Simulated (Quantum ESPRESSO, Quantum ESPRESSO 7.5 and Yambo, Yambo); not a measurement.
# Quasiparticle gap of BaAlGeH (P3m1) in Yambo

Aim: the G0W0 gap of BaAlGeH (P3m1) on PBEsol, step by step.

Method: PBEsol and many-body steps on it, plane waves, in Quantum ESPRESSO 7.5 and Yambo 5.3.0.

## 1. Set-up

It takes space group P3m1 (No. 156, trigonal). Conventional cell: a = 4.345 Å, b = 4.345 Å, c = 5.216 Å, α = 90.00°, β = 90.00°, γ = 120.00°. Ba has 3 H at 2.60 Å nearest. Nearest to Al lie 1 H at 1.73 Å and 3 Ge at 2.55 Å. Nearest to Ge lie 3 Al at 2.55 Å. H has 1 Al at 1.73 Å and 3 Ba at 2.60 Å nearest. Farther neighbours are not listed.

The cell and positions come from the Crystallography Open Database and are kept as given unless a step says otherwise. Spin-orbit coupling is left out unless a step names it.

## 2. Ground state

This step: Quantum ESPRESSO 7.5; DFT, PBEsol, plane waves, norm-conserving pseudopotentials.

The ground-state density comes first.

pw.in reads:

```
&control
  calculation = 'scf'
  prefix = 'x'
  outdir = 'o'
  pseudo_dir = 'pseudo'
/
&system
  ibrav = 0
  nat = 4
  ntyp = 4
  ecutwfc = 70.0
  nbnd = 20
  force_symmorphic = .true.
/
&electrons
  conv_thr = 1e-10
  electron_maxstep = 80
  mixing_beta = 0.5
/
ATOMIC_SPECIES
  Ba 137.33 Ba.upf
  Al 26.982 Al.upf
  Ge 72.63 Ge.upf
  H 1.008 H.upf
CELL_PARAMETERS angstrom
  4.3448400000 -0.0000000000 0.0000000000
  -2.1724200000 3.7627418154 0.0000000000
  0.0000000000 0.0000000000 5.2160600000
ATOMIC_POSITIONS crystal
  Ba 0.0000000000 0.0000000000 0.0000000000
  Al 0.6666666667 0.3333333333 0.5395000000
  Ge 0.3333333333 0.6666666667 0.4551000000
  H 0.6666666667 0.3333333333 0.8703000000
K_POINTS automatic
  6 6 4 0 0 0
```

On the command line:

```console
> OMP_NUM_THREADS=1 mpirun -n 4 pw.x -nk 4 -in pw.in > pw.out
```

What it wrote:

```text
Program PWSCF v.7.5 starts

     This program is part of the open-source Quantum ESPRESSO suite
     for quantum simulation of materials; please cite
         "P. Giannozzi et al., J. Phys.:Condens. Matter 21 395502 (2009);
         "P. Giannozzi et al., J. Phys.:Condens. Matter 29 465901 (2017);
         "P. Giannozzi et al., J. Chem. Phys. 152 154105 (2020);
     in publications or presentations arising from this work. More details at
     Message from routine setup:
     using ibrav=0 with symmetry is DISCOURAGED, use correct ibrav instead

     G-vector sticks info

     bravais-lattice index     =            0
     lattice parameter (alat)  =       8.2106  a.u.
     unit-cell volume          =     575.4630 (a.u.)^3
     number of atoms/cell      =            4
     number of atomic types    =            4
     number of electrons       =        28.00
     number of Kohn-Sham states=           20
     kinetic-energy cutoff     =      70.0000  Ry
     charge density cutoff     =     280.0000  Ry
     scf convergence threshold =      1.0E-10
     mixing beta               =       0.5000
     number of iterations used =            8  plain     mixing
     Exchange-correlation= PBESOL
                           (   1   4  10   8   0   0   0)

     celldm(1)=   8.210558  celldm(2)=   0.000000  celldm(3)=   0.000000
     celldm(4)=   0.000000  celldm(5)=   0.000000  celldm(6)=   0.000000

     crystal axes: (cart. coord. in units of alat)
               a(1) = (   1.000000  -0.000000   0.000000 )
               a(2) = (  -0.500000   0.866025   0.000000 )
               a(3) = (   0.000000   0.000000   1.200518 )

     reciprocal axes: (cart. coord. in units 2 pi/alat)
               b(1) = (  1.000000  0.577350 -0.000000 )
               b(2) = (  0.000000  1.154701 -0.000000 )
               b(3) = ( -0.000000 -0.000000  0.832974 )
     Pseudo is Norm-conserving + core correction, Zval = 10.0
     Generated using ONCVPSP code by D. R. Hamann
     Using radial grid of 1936 points,  6 beta functions with:
     Pseudo is Norm-conserving + core correction, Zval =  3.0
     Generated using ONCVPSP code by D. R. Hamann
     Using radial grid of 1876 points,  6 beta functions with:
     Pseudo is Norm-conserving + core correction, Zval = 14.0
     Generated using ONCVPSP code by D. R. Hamann
     Using radial grid of 1560 points,  6 beta functions with:
     Pseudo is Norm-conserving, Zval =  1.0
     Generated using ONCVPSP code by D. R. Hamann
     Using radial grid of 1180 points,  3 beta functions with:
     Ba               10.00   137.33000     Ba( 1.00)
     Al                3.00    26.98200     Al( 1.00)
     Ge               14.00    72.63000     Ge( 1.00)
     H                 1.00     1.00800     H ( 1.00)

      6 Sym. Ops. (no inversion) found

   Cartesian axes

     site n.     atom                  positions (alat units)
         1        Ba     tau(   1) = (   0.0000000   0.0000000   0.0000000  )
         2        Al     tau(   2) = (   0.5000000   0.2886751   0.6476796  )
         3        Ge     tau(   3) = (  -0.0000000   0.5773503   0.5463559  )
         4        H      tau(   4) = (   0.5000000   0.2886751   1.0448111  )

     number of k points=    24
                       cart. coord. in units 2pi/alat
        k(    1) = (   0.0000000   0.0000000   0.0000000), wk =   0.0138889
        k(    2) = (   0.0000000   0.0000000   0.2082434), wk =   0.0277778
        k(    3) = (   0.0000000   0.0000000  -0.4164868), wk =   0.0138889
        k(    4) = (   0.0000000   0.1924501   0.0000000), wk =   0.0833333
        k(    5) = (   0.0000000   0.1924501   0.2082434), wk =   0.0833333
        k(    6) = (   0.0000000   0.1924501  -0.4164868), wk =   0.0833333
        k(    7) = (   0.0000000   0.3849002   0.0000000), wk =   0.0833333
        k(    8) = (   0.0000000   0.3849002   0.2082434), wk =   0.0833333
        k(    9) = (   0.0000000   0.3849002  -0.4164868), wk =   0.0833333
        k(   10) = (   0.0000000  -0.5773503   0.0000000), wk =   0.0416667
     [... 12 further rows ...]
        k(   23) = (   0.0000000  -0.3849002   0.2082434), wk =   0.0833333
        k(   24) = (  -0.1666667  -0.4811252   0.2082434), wk =   0.1666667

     Dense  grid:    45473 G-vectors     FFT dimensions: (  45,  45,  54)

     Initial potential from superposition of free atoms

     starting charge      27.9816, renormalised to      28.0000
     Starting wfcs are   19 randomized atomic wfcs +    1 random wfcs

     per-process dynamical memory:    41.8 Mb

     Self-consistent Calculation

     iteration #  1     ecut=    70.00 Ry     beta= 0.50

     Threshold (ethr) on eigenvalues was too large:
     Diagonalizing with lowered threshold

     total energy              =    -240.52915324 Ry
     estimated scf accuracy    <       0.11693740 Ry

     iteration #  2     ecut=    70.00 Ry     beta= 0.50

     total energy              =    -240.53832669 Ry
     estimated scf accuracy    <       0.00857276 Ry

     iteration #  3     ecut=    70.00 Ry     beta= 0.50

     total energy              =    -240.53942306 Ry
     estimated scf accuracy    <       0.00071750 Ry

     iteration #  4     ecut=    70.00 Ry     beta= 0.50

     total energy              =    -240.53948264 Ry
     estimated scf accuracy    <       0.00011940 Ry

     iteration #  5     ecut=    70.00 Ry     beta= 0.50

     total energy              =    -240.53949226 Ry
     estimated scf accuracy    <       0.00000494 Ry

     iteration #  6     ecut=    70.00 Ry     beta= 0.50

     total energy              =    -240.53949283 Ry
     estimated scf accuracy    <       0.00000044 Ry

     iteration #  7     ecut=    70.00 Ry     beta= 0.50

     total energy              =    -240.53949292 Ry
     estimated scf accuracy    <       0.00000003 Ry

     iteration #  8     ecut=    70.00 Ry     beta= 0.50

     total energy              =    -240.53949293 Ry
     estimated scf accuracy    <          4.0E-09 Ry

     iteration #  9     ecut=    70.00 Ry     beta= 0.50

     total energy              =    -240.53949293 Ry
     estimated scf accuracy    <          1.2E-09 Ry

     iteration # 10     ecut=    70.00 Ry     beta= 0.50

     End of self-consistent calculation

          k = 0.0000 0.0000 0.0000 (  5655 PWs)   bands (ev):

   -19.4255 -15.4970 -15.4970 -15.4343 -15.4343 -15.4241  -4.7918  -4.4193
    -4.4193  -1.3993   3.6047   7.0909   7.4387   7.4387   8.9917  11.1643
    11.1643  12.2191  12.2260  12.2678

          k = 0.0000 0.0000 0.2082 (  5654 PWs)   bands (ev):

   -19.4238 -15.4969 -15.4969 -15.4346 -15.4346 -15.4240  -4.9422  -4.4151
    -4.4151  -1.0046   3.1293   7.4285   7.6050   7.6050   9.1596  10.2602
    10.2602  11.1922  11.1922  11.3278

          k = 0.0000 0.0000-0.4165 (  5678 PWs)   bands (ev):

   -19.4222 -15.4969 -15.4969 -15.4347 -15.4347 -15.4240  -5.0746  -4.4109
    -4.4109  -0.5621   2.6163   7.8155   7.8155   7.8633   9.2088   9.7955
     9.7955  10.5263  10.5263  10.9261

          k = 0.0000 0.1925 0.0000 (  5671 PWs)   bands (ev):

     [... further k-points ...]

     highest occupied, lowest unoccupied level (ev):     7.8633    8.6481

!    total energy              =    -240.53949293 Ry
     estimated scf accuracy    <          9.0E-12 Ry

     The total energy is the sum of the following terms:
     one-electron contribution =    -111.43591565 Ry
     hartree contribution      =      70.38939903 Ry
     xc contribution           =     -59.33903863 Ry
     ewald contribution        =    -140.15393767 Ry

     convergence has been achieved in  10 iterations

     XML data file, charge density, pseudopotentials, collected wavefunctions

=------------------------------------------------------------------------------=
   JOB DONE.
=------------------------------------------------------------------------------=
```

The job ended after 15 s (4 MPI ranks of Arm Neoverse V1, shared host; peak memory 0.35 GiB; 58 s of CPU time).

Numbers from this step:

```
total energy               : -3272.7065 eV
gap                        : 0.7847 eV
k of the valence top       : 0, 0, -0.5
k of the conduction bottom : 0, -0.5, 0
least direct gap           : 1.301 eV
```

The gap is indirect, with the least direct gap 0.52 eV higher.

## 3. Bands along the symmetry lines

Levels along a band path, at the cheap level, show where the edges lie and whether the meshes to come will hold them.

pw.in reads:

```
&control
  calculation = 'bands'
  prefix = 'x'
  outdir = 'o'
  pseudo_dir = 'pseudo'
/
&system
  ibrav = 0
  nat = 4
  ntyp = 4
  ecutwfc = 70.0
  nbnd = 20
  force_symmorphic = .true.
/
&electrons
  conv_thr = 1e-9
  electron_maxstep = 80
  diago_full_acc = .true.
  diago_thr_init = 5e-6
/
ATOMIC_SPECIES
  Ba 137.33 Ba.upf
  Al 26.982 Al.upf
  Ge 72.63 Ge.upf
  H 1.008 H.upf
CELL_PARAMETERS angstrom
  4.3448400000 -0.0000000000 0.0000000000
  -2.1724200000 3.7627418154 0.0000000000
  0.0000000000 0.0000000000 5.2160600000
ATOMIC_POSITIONS crystal
  Ba 0.0000000000 0.0000000000 0.0000000000
  Al 0.6666666667 0.3333333333 0.5395000000
  Ge 0.3333333333 0.6666666667 0.4551000000
  H 0.6666666667 0.3333333333 0.8703000000
K_POINTS crystal
  75
  0.00000000 0.00000000 0.00000000 1
  0.06250000 0.00000000 0.00000000 1
  0.12500000 0.00000000 0.00000000 1
  0.18750000 0.00000000 0.00000000 1
  0.25000000 0.00000000 0.00000000 1
  0.31250000 0.00000000 0.00000000 1
  0.37500000 0.00000000 0.00000000 1
  0.43750000 0.00000000 0.00000000 1
  0.50000000 0.00000000 0.00000000 1
  0.47916667 0.04166667 0.00000000 1
  0.45833333 0.08333333 0.00000000 1
  0.43750000 0.12500000 0.00000000 1
  0.41666666 0.16666666 0.00000000 1
  0.39583333 0.20833333 0.00000000 1
  0.37500000 0.25000000 0.00000000 1
  0.35416666 0.29166666 0.00000000 1
  0.33333333 0.33333333 0.00000000 1
  0.29166666 0.29166666 0.00000000 1
  0.25000000 0.25000000 0.00000000 1
  0.20833333 0.20833333 0.00000000 1
  0.16666666 0.16666666 0.00000000 1
  0.12500000 0.12500000 0.00000000 1
  0.08333333 0.08333333 0.00000000 1
  0.04166667 0.04166667 0.00000000 1
  0.00000000 0.00000000 0.00000000 1
  0.00000000 0.00000000 0.06250000 1
  0.00000000 0.00000000 0.12500000 1
  0.00000000 0.00000000 0.18750000 1
  0.00000000 0.00000000 0.25000000 1
  0.00000000 0.00000000 0.31250000 1
  0.00000000 0.00000000 0.37500000 1
  0.00000000 0.00000000 0.43750000 1
  0.00000000 0.00000000 0.50000000 1
  0.06250000 0.00000000 0.50000000 1
  0.12500000 0.00000000 0.50000000 1
  0.18750000 0.00000000 0.50000000 1
  0.25000000 0.00000000 0.50000000 1
  0.31250000 0.00000000 0.50000000 1
  0.37500000 0.00000000 0.50000000 1
  0.43750000 0.00000000 0.50000000 1
  0.50000000 0.00000000 0.50000000 1
  0.47916667 0.04166667 0.50000000 1
  0.45833333 0.08333333 0.50000000 1
  0.43750000 0.12500000 0.50000000 1
  0.41666666 0.16666666 0.50000000 1
  0.39583333 0.20833333 0.50000000 1
  0.37500000 0.25000000 0.50000000 1
  0.35416666 0.29166666 0.50000000 1
  0.33333333 0.33333333 0.50000000 1
  0.29166666 0.29166666 0.50000000 1
  0.25000000 0.25000000 0.50000000 1
  0.20833333 0.20833333 0.50000000 1
  0.16666666 0.16666666 0.50000000 1
  0.12500000 0.12500000 0.50000000 1
  0.08333333 0.08333333 0.50000000 1
  0.04166667 0.04166667 0.50000000 1
  0.00000000 0.00000000 0.50000000 1
  0.50000000 0.00000000 0.50000000 1
  0.50000000 0.00000000 0.43750000 1
  0.50000000 0.00000000 0.37500000 1
  0.50000000 0.00000000 0.31250000 1
  0.50000000 0.00000000 0.25000000 1
  0.50000000 0.00000000 0.18750000 1
  0.50000000 0.00000000 0.12500000 1
  0.50000000 0.00000000 0.06250000 1
  0.50000000 0.00000000 0.00000000 1
  0.33333333 0.33333333 0.50000000 1
  0.33333333 0.33333333 0.43750000 1
  0.33333333 0.33333333 0.37500000 1
  0.33333333 0.33333333 0.31250000 1
  0.33333333 0.33333333 0.25000000 1
  0.33333333 0.33333333 0.18750000 1
  0.33333333 0.33333333 0.12500000 1
  0.33333333 0.33333333 0.06250000 1
  0.33333333 0.33333333 0.00000000 1
```

What it wrote:

```text
[banner, memory and clock lines left out]
Program PWSCF v.7.5 starts

     Atomic positions and unit cell read from directory:
     o/x.save/

     Message from routine setup:
     using ibrav=0 with symmetry is DISCOURAGED, use correct ibrav instead

     G-vector sticks info

     bravais-lattice index     =            0
     lattice parameter (alat)  =       8.2106  a.u.
     unit-cell volume          =     575.4630 (a.u.)^3
     number of atoms/cell      =            4
     number of atomic types    =            4
     number of electrons       =        28.00
     number of Kohn-Sham states=           20
     kinetic-energy cutoff     =      70.0000  Ry
     charge density cutoff     =     280.0000  Ry
     Exchange-correlation= PBESOL
                           (   1   4  10   8   0   0   0)

     celldm(1)=   8.210558  celldm(2)=   0.000000  celldm(3)=   0.000000
     celldm(4)=   0.000000  celldm(5)=   0.000000  celldm(6)=   0.000000

     crystal axes: (cart. coord. in units of alat)
               a(1) = (   1.000000  -0.000000   0.000000 )
               a(2) = (  -0.500000   0.866025   0.000000 )
               a(3) = (   0.000000   0.000000   1.200518 )

     reciprocal axes: (cart. coord. in units 2 pi/alat)
               b(1) = (  1.000000  0.577350 -0.000000 )
               b(2) = (  0.000000  1.154701 -0.000000 )
               b(3) = ( -0.000000 -0.000000  0.832974 )
     Pseudo is Norm-conserving + core correction, Zval = 10.0
     Generated using ONCVPSP code by D. R. Hamann
     Using radial grid of 1936 points,  6 beta functions with:
     Pseudo is Norm-conserving + core correction, Zval =  3.0
     Generated using ONCVPSP code by D. R. Hamann
     Using radial grid of 1876 points,  6 beta functions with:
     Pseudo is Norm-conserving + core correction, Zval = 14.0
     Generated using ONCVPSP code by D. R. Hamann
     Using radial grid of 1560 points,  6 beta functions with:
     Pseudo is Norm-conserving, Zval =  1.0
     Generated using ONCVPSP code by D. R. Hamann
     Using radial grid of 1180 points,  3 beta functions with:
     Ba               10.00   137.33000     Ba( 1.00)
     Al                3.00    26.98200     Al( 1.00)
     Ge               14.00    72.63000     Ge( 1.00)
     H                 1.00     1.00800     H ( 1.00)

      6 Sym. Ops. (no inversion) found

   Cartesian axes

     site n.     atom                  positions (alat units)
         1        Ba     tau(   1) = (   0.0000000   0.0000000   0.0000000  )
         2        Al     tau(   2) = (   0.5000000   0.2886751   0.6476796  )
         3        Ge     tau(   3) = (  -0.0000000   0.5773503   0.5463559  )
         4        H      tau(   4) = (   0.5000000   0.2886751   1.0448111  )

     number of k points=    75
                       cart. coord. in units 2pi/alat
        k(    1) = (   0.0000000   0.0000000   0.0000000), wk =   0.0266667
        k(    2) = (   0.0625000   0.0360844   0.0000000), wk =   0.0266667
        k(    3) = (   0.1250000   0.0721688   0.0000000), wk =   0.0266667
[...]
[... 63 further rows ...]
        k(   74) = (   0.3333333   0.5773503   0.0520608), wk =   0.0266667
        k(   75) = (   0.3333333   0.5773503   0.0000000), wk =   0.0266667

     Dense  grid:    45473 G-vectors     FFT dimensions: (  45,  45,  54)

     The potential is recalculated from file :
     o/x.save/charge-density

     Starting wfcs are   19 randomized atomic wfcs +    1 random wfcs

     Band Structure Calculation

     End of band structure calculation

          k = 0.0000 0.0000 0.0000 (  5655 PWs)   bands (ev):

   -19.4255 -15.4969 -15.4969 -15.4343 -15.4343 -15.4240  -4.7918  -4.4193
    -4.4193  -1.3993   3.6047   7.0909   7.4387   7.4387   8.9917  11.1643
    11.1643  12.2192  12.2199  12.2679

          k = 0.0625 0.0361 0.0000 (  5635 PWs)   bands (ev):

   -19.4237 -15.4968 -15.4967 -15.4343 -15.4343 -15.4239  -4.7866  -4.4523
[...]
11.1529  11.8996  12.1879  12.2120

          k = 0.1250 0.0722 0.0000 (  5661 PWs)   bands (ev):

[...]
11.1721  11.4787  11.9818  12.0512

[...]
k = 0.3333 0.5774 0.0521 (  5679 PWs)   bands (ev):

[...]
11.8368  13.4750  13.5394  13.8502

          k = 0.3333 0.5774 0.0000 (  5697 PWs)   bands (ev):

   -19.3721 -15.4958 -15.4947 -15.4354 -15.4354 -15.4221  -4.9633  -4.8502
    -4.6273   0.5228   2.2759   4.7553   5.2470   7.1388   9.1297  10.7389
    11.8155  13.6113  13.7522  13.9304

     XML data file, pseudopotentials, collected wavefunctions
```

Elapsed: 15 s, on 4 MPI ranks; peak memory 0.28 GiB; 58 s of CPU time.

This step gave:

| Quantity | Value |
| --- | --- |
| gap | 0.7439 eV |
| k of the valence top | 0.0625, 0, 0.5 |
| k of the conduction bottom | 0.5, 0, 0.125 |
| least direct gap | 1.296 eV |

The gap is 0.744 eV, −0.041 eV from the run before at this level.

The electronic bands at the labelled points (eV, zero at the top of the highest filled band):

```tsv
point	band 11	band 12	band 13	band 14	band 15	band 16	band 17	band 18
Γ	-4.27	-0.79	-0.44	-0.44	1.12	3.29	3.29	4.34
halfway	-4.77	-2.22	-0.79	-0.63	1.50	2.63	3.31	3.36
M	-5.83	-3.06	-1.11	-0.53	0.77	2.35	3.05	3.51
halfway	-5.71	-3.02	-2.12	-0.57	1.11	2.74	3.38	4.41
K	-5.60	-3.12	-2.63	-0.74	1.25	2.86	3.94	5.74
halfway	-4.90	-2.29	-1.46	-0.57	2.10	2.27	2.80	3.99
Γ	-4.27	-0.79	-0.44	-0.44	1.12	3.29	3.29	4.34
halfway	-4.75	-0.45	-0.27	-0.27	1.28	2.38	2.38	3.32
A	-5.26	-0.06	-0.06	-0.01	1.33	1.92	1.92	2.65
halfway	-4.85	-2.68	-1.06	-0.72	1.64	2.92	3.32	4.18
L	-5.35	-3.26	-1.62	-0.81	1.66	3.49	4.12	5.35
halfway	-5.56	-3.13	-1.98	-0.65	2.60	3.44	4.34	4.77
H	-5.84	-2.99	-2.24	-0.46	3.13	3.66	4.58	4.97
halfway	-4.87	-2.89	-1.48	-0.69	2.22	3.02	3.49	3.81
A	-5.26	-0.06	-0.06	-0.01	1.33	1.92	1.92	2.65
jump to L	-5.35	-3.26	-1.62	-0.81	1.66	3.49	4.12	5.35
halfway	-5.63	-3.07	-1.39	-0.70	0.91	2.99	3.89	4.32
M	-5.83	-3.06	-1.11	-0.53	0.77	2.35	3.05	3.51
jump to H	-5.84	-2.99	-2.24	-0.46	3.13	3.66	4.58	4.97
halfway	-5.72	-2.84	-2.72	-0.60	2.38	3.43	4.06	4.48
K	-5.60	-3.12	-2.63	-0.74	1.25	2.86	3.94	5.74
```

The electronic bands as a text plot (rows in eV, shown from -8.0 to 2.7 only):

```
    2.4 |   ++++++    + +++    +  +++      +     ++ +++   ++  +
    2.0 | +            ++ +     ++++      +        + ++
    1.5 |+ ++         ++   ++   ++++++++++          ++++       ++
    1.1 |    ++  +++++       +++                        +
    0.7 |      ++                                        +++
    0.2 |                          *                 *
   -0.2 |                    ********               ***
   -0.7 |**********************    ******************* **********
   -1.1 | *  ****        *            *            *     ***
   -1.6 |  *     *      * *         *  ****      ** *  **
   -2.0 |   *     *    * *           *     ******
   -2.5 |    *     ******                          *        **  *
   -2.9 |     ****** **               *     *******      ********
   -3.3 |           *                  *****           **
   -3.8 |
   -4.2 |**               *****
   -4.7 |  **            *     *                  **
   -5.1 |    *         **       *********        *  ***
   -5.6 |     **  *****                  **** ***      ***   ****
   -6.0 |       **                           *            ***
   -6.4 |
   -6.9 |
   -7.3 |         ****                                       ****
   -7.8 |     ****    *                 *********      ******
         Γ      M   K        Γ    A      L   H       A|L  M|H   K
```

(Continued in part 2 of 3.)

[Paths, hosts, dates, memory and timing lines, banners, echoed tables and standing remarks are left out of the program output.]

[Logs are printed without paths, hosts, clocks, repeated set-up lines and the standing remarks that a program may print on its own settings, such as how far it seeks lower states.]

[Runs of the session that timed out or met a known fault of the program may be left out.]

[Hosts, paths, dates, database ids (printed as entryN), source tags and the programs' standing remarks are cut or masked in the printed files.]
